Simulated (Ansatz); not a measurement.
## Σ5 (310) boundary in fcc Ir: structure and resistance

Wanted: what the Σ5 (310) boundary in fcc Ir costs an interconnect.

Main program and level: Ansatz 0.2.0; Ansatz plane-wave DFT, PBEsol, PAW files; relaxation of a bicrystal slab with its lowest layers held; PAW set soft_1, in the first sound run; inputs show where later runs differ.

## (1) Set-up

The cell holds 32 atoms: 32 Ir. Its edges and angles: a = 6.071 Å, b = 3.839 Å, c = 30.426 Å, α = 90.0°, β = 90.0°, γ = 90.0°. It derives from Ir. built on the (3 1 0) plane; 2 overlapping atoms removed and the grains opened by 0 Å. Vacuum lies along c.

## (2) Relaxing the bicrystal

The boundary is built by mirroring the lower grain in the boundary plane and removing any atoms that overlap. A thin bicrystal slab is relaxed first, with the lowest layers held and the upper grain free to shift and open.

The input, input.yaml:

```yaml
crystal:
  lattice:
    - [6.0706244242, 0.0, 0.0]
    - [0.0, 3.8394, 0.0]
    - [0.0, 0.0, 30.4259981568]
  atoms:
    - { symbol: Ir, position: [0.2000000001, 0.0, 0.1643331461] }
    - { symbol: Ir, position: [0.9000000001, 0.5, 0.1842852423] }
    - { symbol: Ir, position: [0.6000000001, 0.0, 0.2042373385] }
    - { symbol: Ir, position: [0.3000000001, 0.5, 0.2241894347] }
    - { symbol: Ir, position: [1.0e-10, 0.0, 0.2441415309] }
    - { symbol: Ir, position: [0.7000000001, 0.5, 0.2640936271] }
    - { symbol: Ir, position: [0.4000000001, 0.0, 0.2840457233] }
    - { symbol: Ir, position: [0.1, 0.5, 0.3039978195] }
    - { symbol: Ir, position: [0.8, 0.0, 0.3239499157] }
    - { symbol: Ir, position: [0.5, 0.5, 0.3439020119] }
    - { symbol: Ir, position: [0.2, 0.0, 0.3638541082] }
    - { symbol: Ir, position: [0.9, 0.5, 0.3838062044] }
    - { symbol: Ir, position: [0.6, 0.0, 0.4037583006] }
    - { symbol: Ir, position: [0.3, 0.5, 0.4237103968] }
    - { symbol: Ir, position: [0.0, 0.0, 0.443662493] }
    - { symbol: Ir, position: [0.6, 0.0, 0.4835666854] }
    - { symbol: Ir, position: [0.9, 0.5, 0.5035187816] }
    - { symbol: Ir, position: [0.2, 0.0, 0.5234708778] }
    - { symbol: Ir, position: [0.5, 0.5, 0.543422974] }
    - { symbol: Ir, position: [0.8, 0.0, 0.5633750702] }
    - { symbol: Ir, position: [0.1, 0.5, 0.5833271664] }
    - { symbol: Ir, position: [0.4000000001, 0.0, 0.6032792626] }
    - { symbol: Ir, position: [0.7000000001, 0.5, 0.6232313588] }
    - { symbol: Ir, position: [1.0e-10, 0.0, 0.643183455] }
    - { symbol: Ir, position: [0.3000000001, 0.5, 0.6631355512] }
    - { symbol: Ir, position: [0.6000000001, 0.0, 0.6830876475] }
    - { symbol: Ir, position: [0.9000000001, 0.5, 0.7030397437] }
    - { symbol: Ir, position: [0.2000000001, 0.0, 0.7229918399] }
    - { symbol: Ir, position: [0.5000000001, 0.5, 0.7429439361] }
    - { symbol: Ir, position: [0.8000000001, 0.0, 0.7628960323] }
    - { symbol: Ir, position: [0.1000000001, 0.5, 0.7828481285] }
    - { symbol: Ir, position: [0.4000000001, 0.0, 0.8028002247] }
kpoints:
  mp_grid: { grid: [4, 6, 1] }
hamiltonian:
  xc: pbesol
  pseudopotentials: { kind: paw, azcp: { folder: soft_1 }, xc_functional: pbe }
scf:
  occupations: { method: fermi_dirac, width: 0.1 }
relax:
  f_tol: 0.03
  max_steps: 80
  constraints: [{ sites: [0, 1, 2, 3, 4] }]
```

Started as:

```
ansatz run input.yaml --threads 4 --pin off --max-ram 15360MiB --backend cpu --events-out ev --progress --plain --runs-dir out
```

Numbers of over 12 decimals in the logs are rounded to 6 here.

The log of the run:

```text
Engine: ansatz 0.2.0, aarch64-unknown-linux-gnu
Pseudopotentials: kind: paw
Pseudopotential: Ir, paw, valence charge 17, recommended cutoff 420 eV (normal), soft_1/Ir.paw.azcp
Functional definition: PBEsol
  exchange = pbesol_x
  correlation = pbesol_c
Crystal: 32 atoms, lattice volume = 709.156 Å³
Basis set: ecut = 420 eV, 13845 PW (Γ), exchange–correlation on 90×54×432 points (8 copies of the dense FFT grid, shifted against one another)
Bands: 327, of which v1, the nominal top of the filled ones, is band 272 counted from 1 (271 counted from 0)
Symmetry: 2 space group operations
Space group: Pm (ITA 6), of the structure as read, at distance tolerance 8.9e-5 Å
k-points: 12 of 24 (time reversal used)
Non-local potential: Ir, projectors of the file, l = 0: 3, l = 1: 2, l = 2: 2, l = 3: 1
PAW form: soft (Blöchl's): semilocal exchange-correlation on the pseudo side does not see the compensation charge
PAW frozen core: Ir, regenerated for the run's functional, and the local potential with it (the file was generated under x = pbe(κ = 0.804, μ = 0.219515), c = pbe(β = 0.066725))
PAW one-centre angular grid: Ir, 590 points (default); XC on 64 Gauss nodes
Initial density: superposition of atomic densities (neutral atoms: chi_scale 0, normalization atom)
Initial wavefunctions: pseudopotential atomic-orbital guess
Functional: x = pbesol(κ = 0.804, μ = 0.123457), c = pbesol(β = 0.046)
iter 1 solved again at ethr=2.91e-3 eV; its pass at ethr=3.10e-3 eV (dr2=1.58e1 eV) is discarded
SCF iter   1: F=—  HF=-377604.810986 eV  |F-HF|=—  |Δ(HF+E_count)|=         —  Δρ=4.21e-2  dr2=1.58e1  ethr=2.91e-3  ⟨swp⟩=2.3  Hψ=20432  notcnv=0
preconditioner: auto → LDOS  [metal: Δε(μ)=0.020 eV  Ē_g=6.485 eV  σ=0.100 eV  W_gap=0.05  n_scr=206 (ndim 8)  ℏωp=23.7 eV  f_vac=0.295  D(μ)=34.55/eV (n_scr^D=306)  β→1.0]
SCF iter   2: F=—  HF=-377604.377345 eV  |F-HF|=—  |Δ(HF+E_count)|=   4.34e-1  Δρ=3.45e-2  dr2=1.28e1  ethr=2.91e-3  ⟨swp⟩=3.2  Hψ=11507  notcnv=0  defer=145
SCF iter   3: F=—  HF=-377600.548967 eV  |F-HF|=—  |Δ(HF+E_count)|=    3.83e0  Δρ=4.43e-3  dr2=3.47e-1  ethr=2.34e-3  ⟨swp⟩=3.4  Hψ=8829  notcnv=0  defer=171
SCF iter   4: F=—  HF=-377600.575347 eV  |F-HF|=—  |Δ(HF+E_count)|=   2.64e-2  Δρ=2.98e-3  dr2=6.84e-2  ethr=6.37e-5  ⟨swp⟩=2.4  Hψ=7935  notcnv=0  defer=170
SCF iter   5: F=—  HF=-377600.556842 eV  |F-HF|=—  |Δ(HF+E_count)|=   1.85e-2  Δρ=9.42e-4  dr2=1.69e-2  ethr=1.26e-5  ⟨swp⟩=3.7  Hψ=8905  notcnv=0  defer=170
SCF iter   6: F=—  HF=-377600.556082 eV  |F-HF|=—  |Δ(HF+E_count)|=   7.59e-4  Δρ=4.02e-4  dr2=2.08e-3  ethr=3.10e-6  ⟨swp⟩=2.0  Hψ=5520  notcnv=0  defer=170
SCF iter   7: F=—  HF=-377600.556006 eV  |F-HF|=—  |Δ(HF+E_count)|=   7.65e-5  Δρ=2.41e-4  dr2=5.72e-4  ethr=3.82e-7  ⟨swp⟩=2.8  Hψ=6336  notcnv=0  defer=170
SCF iter   8: F=—  HF=-377600.555925 eV  |F-HF|=—  |Δ(HF+E_count)|=   8.09e-5  Δρ=9.59e-5  dr2=8.27e-5  ethr=1.05e-7  ⟨swp⟩=2.1  Hψ=5596  notcnv=0  defer=170
SCF iter   9: F=-377600.555910 eV  HF=-377600.555926 eV  |F-HF|=1.60e-5  |Δ(HF+E_count)|=   8.06e-7  Δρ=4.23e-5  dr2=1.87e-5  ethr=4.14e-9  ⟨swp⟩=5.0  Hψ=14596  notcnv=0
SCF 1 converged in 9 iterations: F = -377600.555910 eV  dr2 = 1.87e-5
  greatest PAW one-centre occupation: 1.000 electrons in one spin orbital (limit 2), on the Ir atom at site 12 (counted from 0), in its partial waves of l = 0
relax step   1: F+E_penalty+E_count = -377600.55590969 eV  Δ(F+E_penalty+E_count) = +0.000e0 eV  max|allowed force component| = 2.250e0 eV/Å  Δτ_max = 0.0000 Å  (9 SCF iters, dr2 threshold 2.25e-5 eV, accepted)
Initial density: handed on by an earlier stage of this run
Initial wavefunctions: those handed on with the density
iter 1 solved again at ethr=8.21e-4 eV; its pass at ethr=3.10e-3 eV (dr2=4.47e0 eV) is discarded
SCF iter   1: F=—  HF=-377601.148650 eV  |F-HF|=—  |Δ(HF+E_count)|=         —  Δρ=9.95e-3  dr2=3.52e0  ethr=8.21e-4  ⟨swp⟩=1.6  Hψ=12500  notcnv=0  defer=168
eigensolver tolerance schedule: the retry pair's looser diagonalisation over-reported the residual by 0.27 of it (diagonalisation noise at 0.11 of the residual, at the tolerance the schedule requests for it); recorded, not acted on — ethr = c·dr2/N_el stays at c = 1.0e-1
preconditioner: auto → LDOS  [metal: Δε(μ)=0.005 eV  Ē_g=6.357 eV  σ=0.100 eV  W_gap=0.01  n_scr=206 (ndim 8)  ℏωp=23.7 eV  f_vac=0.301  D(μ)=36.35/eV (n_scr^D=326)  β→1.0]
SCF iter   2: F=—  HF=-377601.077568 eV  |F-HF|=—  |Δ(HF+E_count)|=   7.11e-2  Δρ=4.07e-3  dr2=2.06e-1  ethr=6.46e-4  ⟨swp⟩=2.0  Hψ=5946  notcnv=0  defer=168
SCF iter   3: F=—  HF=-377601.044286 eV  |F-HF|=—  |Δ(HF+E_count)|=   3.33e-2  Δρ=1.95e-3  dr2=6.27e-2  ethr=3.79e-5  ⟨swp⟩=2.8  Hψ=7953  notcnv=0  defer=168
SCF iter   4: F=—  HF=-377601.027196 eV  |F-HF|=—  |Δ(HF+E_count)|=   1.71e-2  Δρ=3.49e-4  dr2=1.36e-3  ethr=1.15e-5  ⟨swp⟩=2.6  Hψ=7552  notcnv=0  defer=168
SCF iter   5: F=—  HF=-377601.027329 eV  |F-HF|=—  |Δ(HF+E_count)|=   1.33e-4  Δρ=1.48e-4  dr2=2.79e-4  ethr=2.50e-7  ⟨swp⟩=3.0  Hψ=7890  notcnv=0  defer=168
SCF iter   6: F=-377601.027385 eV  HF=-377601.027408 eV  |F-HF|=2.27e-5  |Δ(HF+E_count)|=   7.85e-5  Δρ=6.02e-5  dr2=4.78e-5  ethr=1.84e-8  ⟨swp⟩=3.0  Hψ=14638  notcnv=0
SCF 2 converged in 6 iterations: F = -377601.027385 eV  dr2 = 4.78e-5
relax step   2: F+E_penalty+E_count = -377601.02738484 eV  Δ(F+E_penalty+E_count) = -4.715e-1 eV  max|allowed force component| = 9.284e-1 eV/Å  Δτ_max = 0.1948 Å  (6 SCF iters, dr2 threshold 1.00e-4 eV, accepted)
iter 1 solved again at ethr=1.39e-3 eV; its pass at ethr=3.10e-3 eV (dr2=7.58e0 eV) is discarded
SCF iter   1: F=—  HF=-377601.448178 eV  |F-HF|=—  |Δ(HF+E_count)|=         —  Δρ=1.38e-2  dr2=7.51e0  ethr=1.39e-3  ⟨swp⟩=1.9  Hψ=14753  notcnv=0  defer=111
preconditioner: auto → LDOS  [metal: Δε(μ)=0.009 eV  Ē_g=6.415 eV  σ=0.100 eV  W_gap=0.02  n_scr=206 (ndim 8)  ℏωp=23.7 eV  f_vac=0.306  D(μ)=35.97/eV (n_scr^D=326)  β→1.0]
SCF iter   2: F=—  HF=-377601.316081 eV  |F-HF|=—  |Δ(HF+E_count)|=   1.32e-1  Δρ=3.54e-3  dr2=2.40e-1  ethr=1.38e-3  ⟨swp⟩=2.0  Hψ=5801  notcnv=0  defer=111
SCF iter   3: F=—  HF=-377601.306747 eV  |F-HF|=—  |Δ(HF+E_count)|=   9.33e-3  Δρ=2.50e-3  dr2=1.18e-1  ethr=4.42e-5  ⟨swp⟩=2.7  Hψ=7656  notcnv=0  defer=129
SCF iter   4: F=—  HF=-377601.284419 eV  |F-HF|=—  |Δ(HF+E_count)|=   2.23e-2  Δρ=7.51e-4  dr2=1.02e-2  ethr=2.16e-5  ⟨swp⟩=2.8  Hψ=6071  notcnv=0  defer=129
SCF iter   5: F=—  HF=-377601.282133 eV  |F-HF|=—  |Δ(HF+E_count)|=   2.29e-3  Δρ=1.64e-4  dr2=9.72e-4  ethr=1.87e-6  ⟨swp⟩=2.0  Hψ=6303  notcnv=0  defer=154
SCF iter   6: F=-377601.282112 eV  HF=-377601.282135 eV  |F-HF|=2.22e-5  |Δ(HF+E_count)|=   1.75e-6  Δρ=5.57e-5  dr2=4.39e-5  ethr=9.90e-9  ⟨swp⟩=4.2  Hψ=17728  notcnv=0
SCF 3 converged in 6 iterations: F = -377601.282112 eV  dr2 = 4.39e-5
relax step   3: F+E_penalty+E_count = -377601.28211231 eV  Δ(F+E_penalty+E_count) = -2.547e-1 eV  max|allowed force component| = 3.194e-1 eV/Å  Δτ_max = 0.1914 Å  (6 SCF iters, dr2 threshold 5.39e-5 eV, accepted)
[...]
relax step   4: F+E_penalty+E_count = -377601.40118281 eV  Δ(F+E_penalty+E_count) = -1.191e-1 eV  max|allowed force component| = 2.796e-1 eV/Å  Δτ_max = 0.2000 Å  (7 SCF iters, dr2 threshold 1.21e-5 eV, accepted)
[...]
relax step   5: F+E_penalty+E_count = -377601.47032522 eV  Δ(F+E_penalty+E_count) = -6.914e-2 eV  max|allowed force component| = 1.612e-1 eV/Å  Δτ_max = 0.2000 Å  (7 SCF iters, dr2 threshold 9.26e-6 eV, accepted)
[...]
relax step   6: F+E_penalty+E_count = -377601.50509588 eV  Δ(F+E_penalty+E_count) = -3.477e-2 eV  max|allowed force component| = 1.599e-1 eV/Å  Δτ_max = 0.1953 Å  (7 SCF iters, dr2 threshold 8.63e-6 eV, accepted)
[...]
relax step   7: F+E_penalty+E_count = -377601.51779821 eV  Δ(F+E_penalty+E_count) = -1.270e-2 eV  max|allowed force component| = 1.212e-1 eV/Å  Δτ_max = 0.1451 Å  (6 SCF iters, dr2 threshold 8.49e-6 eV, accepted)
[...]
relax step   8: F+E_penalty+E_count = -377601.52071942 eV  Δ(F+E_penalty+E_count) = -2.921e-3 eV  max|allowed force component| = 3.345e-2 eV/Å  Δτ_max = 0.0438 Å  (5 SCF iters, dr2 threshold 8.45e-6 eV, accepted)
SCF iter   1: F=—  HF=-377601.521735 eV  |F-HF|=—  |Δ(HF+E_count)|=         —  Δρ=4.00e-4  dr2=8.62e-4  ethr=7.86e-7  ⟨swp⟩=3.6  Hψ=8859  notcnv=0  defer=161
preconditioner: auto → LDOS  [metal: Δε(μ)=0.007 eV  Ē_g=6.461 eV  σ=0.100 eV  W_gap=0.02  n_scr=206 (ndim 8)  ℏωp=23.7 eV  f_vac=0.311  D(μ)=34.00/eV (n_scr^D=306)  β→1.0]
SCF iter   2: F=—  HF=-377601.521694 eV  |F-HF|=—  |Δ(HF+E_count)|=   4.12e-5  Δρ=1.16e-4  dr2=1.31e-4  ethr=1.58e-7  ⟨swp⟩=2.0  Hψ=6501  notcnv=0  defer=161
SCF iter   3: F=—  HF=-377601.521665 eV  |F-HF|=—  |Δ(HF+E_count)|=   2.86e-5  Δρ=5.24e-5  dr2=4.31e-5  ethr=2.41e-8  ⟨swp⟩=3.0  Hψ=8598  notcnv=0  defer=161
SCF iter   4: F=—  HF=-377601.521026 eV  |F-HF|=—  |Δ(HF+E_count)|=   6.39e-4  Δρ=1.37e-5  dr2=1.53e-6  ethr=7.92e-9  ⟨swp⟩=2.0  Hψ=5831  notcnv=0  defer=161
SCF iter   5: F=-377601.521026 eV  HF=-377601.521026 eV  |F-HF|=2.87e-8  |Δ(HF+E_count)|=   3.79e-7  Δρ=3.17e-6  dr2=9.35e-8  ethr=1.84e-11  ⟨swp⟩=3.1  Hψ=19578  notcnv=0
SCF 9 converged in 5 iterations: F = -377601.521026 eV  dr2 = 9.35e-8
relax step   9: F+E_penalty+E_count = -377601.52102593 eV  Δ(F+E_penalty+E_count) = -3.065e-4 eV  max|allowed force component| = 1.434e-2 eV/Å  Δτ_max = 0.0072 Å  (5 SCF iters, accepted)
SCF converged after 5 iterations
Free energy (F): -377601.521026 eV
Harris-Foulkes:  -377601.521026 eV  (|F-HF|=2.87e-8)
Internal energy: -377600.389383 eV  (E = F + TS)
E sigma→0 (E₀):  -377600.955204 eV
Entropy (-TS):   -1.131643 eV (-35.364 meV/atom)
Fermi energy:    14.404658 eV
--- Per-component energies (eV) ---
  E_band       = -8731.422702
  E_kinetic    = 17264.301642
  E_local      = -734094.372129  (includes V_loc(G=0)·N_el)
  E_nonlocal   = 6184.408208
  E_hartree    = 359576.670080
  E_xc         = -7314.569010
  E_vxc        = -8184.605448  (∫ρ·V_xc dr)
  E_paw        = -292160.163847  (= ΣΔE_a)
  E_vpaw       = -9054.507868  (= ΣTr[D̂ρ^β])
  E_aug_tail   = 0.011261  (compensation charges beyond the density's cutoff)
  E_ewald      = 272934.833271
  E_core_change = 8.491140  (= ΣΔE_core)
  E_smearing   = -1.131643  (= −TS)
  E_closure    = 0.000000  (closes the sum)
  Σ components = -377601.521026   (vs F -377601.521026, Δ=0.00e0)
--- Forces (eV/Å), atoms counted from 1 ---
  atom   1  Ir    -0.40593626    -0.00000000     2.13279425
  atom   2  Ir     0.83431974    -0.00000000     0.86948239
  atom   3  Ir     0.10731550     0.00000000    -0.28423223
  atom   4  Ir    -0.33166130     0.00000000    -1.30160572
  atom   5  Ir    -0.20388100     0.00000000    -1.41096384
  atom   6  Ir    -0.00123804     0.00000000    -0.00369255
  atom   7  Ir     0.00060196    -0.00000000    -0.00236846
  atom   8  Ir    -0.00083824     0.00000000    -0.00082569
  atom   9  Ir     0.00065833     0.00000000    -0.00217370
  atom  10  Ir    -0.00279280    -0.00000000     0.00239000
  atom  11  Ir    -0.00024494    -0.00000000    -0.00033512
  atom  12  Ir    -0.00392014    -0.00000000    -0.00292828
  atom  13  Ir     0.00787505     0.00000000    -0.00021830
  atom  14  Ir     0.00423204     0.00000000     0.00272246
  atom  15  Ir    -0.00608843     0.00000000     0.00034065
  atom  16  Ir    -0.00135004     0.00000000    -0.00274744
  atom  17  Ir     0.00239298     0.00000000    -0.00164647
  atom  18  Ir     0.00553528     0.00000000     0.00368304
  atom  19  Ir     0.00450272    -0.00000000     0.00022124
  atom  20  Ir    -0.00335298    -0.00000000    -0.00142680
  atom  21  Ir    -0.00269614    -0.00000000     0.00368510
  atom  22  Ir    -0.00713263     0.00000000     0.00760847
  atom  23  Ir    -0.00473962     0.00000000     0.00899080
  atom  24  Ir    -0.00167908     0.00000000     0.00450406
  atom  25  Ir    -0.00792996    -0.00000000     0.00683670
  atom  26  Ir    -0.00311468    -0.00000000     0.00447881
  atom  27  Ir     0.00178480    -0.00000000     0.00138075
  atom  28  Ir     0.00374944     0.00000000    -0.00204858
  atom  29  Ir     0.00533700    -0.00000000    -0.00508735
  atom  30  Ir     0.00458306     0.00000000    -0.00491888
  atom  31  Ir     0.00437390    -0.00000000    -0.01433758
  atom  32  Ir     0.00133048    -0.00000000    -0.00767930
  max |Σ_I F_I| component: 1.18e-4 eV/Å
--- Relaxed structure (9 steps of the walk, 9 accepted, 0 SCFs on fresh bases) ---
  F+E_penalty+E_count = -377601.52102593 eV   max|allowed force component| = 1.434e-2 eV/Å
  atoms:
    - { symbol: Ir, position: [0.200000, 0.0, 0.1643331461] }
    - { symbol: Ir, position: [0.9000000001, 0.500000, 0.184285] }
    - { symbol: Ir, position: [0.6000000001, 0.0, 0.204237] }
    - { symbol: Ir, position: [0.3000000001, 0.500000, 0.2241894347] }
    - { symbol: Ir, position: [9.999999999999999e-11, 0.0, 0.244142] }
    - { symbol: Ir, position: [0.695829, 0.500000, 0.262123] }
    - { symbol: Ir, position: [0.401489, 9.857476854355685e-19, 0.282925] }
    - { symbol: Ir, position: [0.099967, 0.500000, 0.302986] }
    - { symbol: Ir, position: [0.802195, 2.2793019629871163e-18, 0.321359] }
    - { symbol: Ir, position: [0.503943, 0.500000, 0.343013] }
    - { symbol: Ir, position: [0.200791, 8.234462024707114e-19, 0.362918] }
    - { symbol: Ir, position: [0.905075, 0.500000, 0.382708] }
    - { symbol: Ir, position: [0.600355, 3.8899792170665754e-18, 0.399337] }
    - { symbol: Ir, position: [0.305031, 0.500000, 0.423026] }
    - { symbol: Ir, position: [-0.014765, 4.232711710960399e-18, 0.438852] }
    - { symbol: Ir, position: [0.476210, 5.20042570759089e-18, 0.477656] }
    - { symbol: Ir, position: [0.796038, 0.500000, 0.493224] }
    - { symbol: Ir, position: [0.091154, 4.905862565966862e-18, 0.517895] }
    - { symbol: Ir, position: [0.394803, 0.500000, 0.533779] }
    - { symbol: Ir, position: [0.691057, 8.987591276904244e-18, 0.553160] }
    - { symbol: Ir, position: [-0.00426718, 0.500000, 0.574062] }
    - { symbol: Ir, position: [0.294269, 7.094463763807395e-18, 0.595216] }
    - { symbol: Ir, position: [0.591698, 0.500000, 0.613297] }
    - { symbol: Ir, position: [-0.108492, 8.281515038708313e-18, 0.633771] }
    - { symbol: Ir, position: [0.191625, 0.500000, 0.653703] }
    - { symbol: Ir, position: [0.493133, 7.989196772492007e-18, 0.674007] }
    - { symbol: Ir, position: [0.785058, 0.500000, 0.693121] }
    - { symbol: Ir, position: [0.086878, 9.175851112746754e-18, 0.712563] }
    - { symbol: Ir, position: [0.394536, 0.500000, 0.734291] }
    - { symbol: Ir, position: [0.693723, 9.306135007410889e-18, 0.752319] }
    - { symbol: Ir, position: [-0.00247448, 0.500000, 0.769308] }
    - { symbol: Ir, position: [0.288371, 1.3924095368459065e-17, 0.786974] }
```

Elapsed: 16 min, on 4 threads of Arm Neoverse V1, shared host; peak memory 4.8 GiB; 62 min of CPU time.

Step by step:

```csv
step,energy less that of the first step (eV),largest force component (eV/Å)
1,0.0000,2.2502
2,-0.4715,0.9284
3,-0.7262,0.3194
4,-0.8453,0.2796
5,-0.9144,0.1612
6,-0.9492,0.1599
7,-0.9619,0.1212
8,-0.9648,0.0335
9,-0.9651,0.0143
```

Forces are held to the 2 operations that the run works with; a distortion that breaks them can't arise in this run.

The atoms that moved most (Å):

```csv
atom,dx,dy,dz,length
Ir32,-0.678,0.000,-0.482,0.831
Ir16,-0.751,0.000,-0.180,0.773
Ir27,-0.698,0.000,-0.302,0.760
Ir28,-0.687,0.000,-0.317,0.756
Ir31,-0.622,0.000,-0.412,0.746
Ir20,-0.661,0.000,-0.311,0.731
Ir23,-0.657,0.000,-0.302,0.724
Ir30,-0.645,0.000,-0.322,0.721
```

Numbers from this step:

```
free energy             : -377601.5210 eV
energy at zero smearing : -377600.9552 eV
Fermi energy            : 14.40 eV
```

The largest force component on a free atom ends at 0.014 eV/Å, under the tolerance of 0.03, after 9 steps.

(Continued in part 2 of 3.)

[Logs are printed without paths, hosts, clocks, repeated set-up lines and the standing remarks that a program may print on its own settings, such as how far it seeks lower states.]

[Hosts, paths, dates, database ids (printed as entryN), source tags and the programs' standing remarks are cut or masked in the printed files.]
